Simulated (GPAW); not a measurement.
Records of electronic-structure calculations.

```xyz
7
Lattice="2.872 0.000 0.000 -1.436 2.487 0.000 0.000 0.000 18.000" Properties=species:S:1:pos:R:3 subject="A GW chain in GPAW: Si2WN4 (MoSi2N4-type monolayer)" method="DFT, LDA, plane waves, PAW (and 1 further level or step)" program="GPAW 26.7.0" settings="cutoff 600 eV, GPAW PAW setups 1.2.1 data release, 9×9×1 k-mesh, nbands 218" cost="3 runs, 5.3 min in all on 4 MPI ranks of Arm Neoverse V2, shared host" notes="The structure was relaxed with LDA. Limits: no spin-orbit coupling." lda_gap="2.07 eV, indirect" g0w0_gap_on_the_mesh="3.22 eV" gw_settings="9×9×1 mesh, 97 bands, screening to 48 eV, full frequency, Hilbert transform" known_limits="short of the basis limit; no spin-orbit coupling"
W     0.000    0.000    9.000
N     0.000    1.658   10.234
N     0.000    1.658    7.766
Si    0.000    1.658   11.969
Si    0.000    1.658    6.031
N     1.436    0.829   12.472
N     1.436    0.829    5.528
```

[Long decimals in the printed logs are rounded to 6 places.]

[Logs are printed without paths, hosts, clocks, repeated set-up lines and the standing remarks that a program may print on its own settings, such as how far it seeks lower states.]

[Paths, hosts, dates, memory and timing lines, banners, echoed tables and standing remarks are left out of the program output; an Ansatz launch command may be rebuilt from the run's recorded settings. Measured values are a selection of at most five: reports struck by readers or far from the other reports are left out. None is set beside runs whose start may be inverted or whose files or cutoffs have a known fault.]

[Runs of the session that timed out or met a known fault of the program may be left out.]

[Hosts, paths, dates, database ids (printed as entryN), source tags and the programs' standing remarks are cut or masked in the printed files.]

[Where the starting crystal was built by hand or by swapping elements, it need not be the compound's stable phase.]
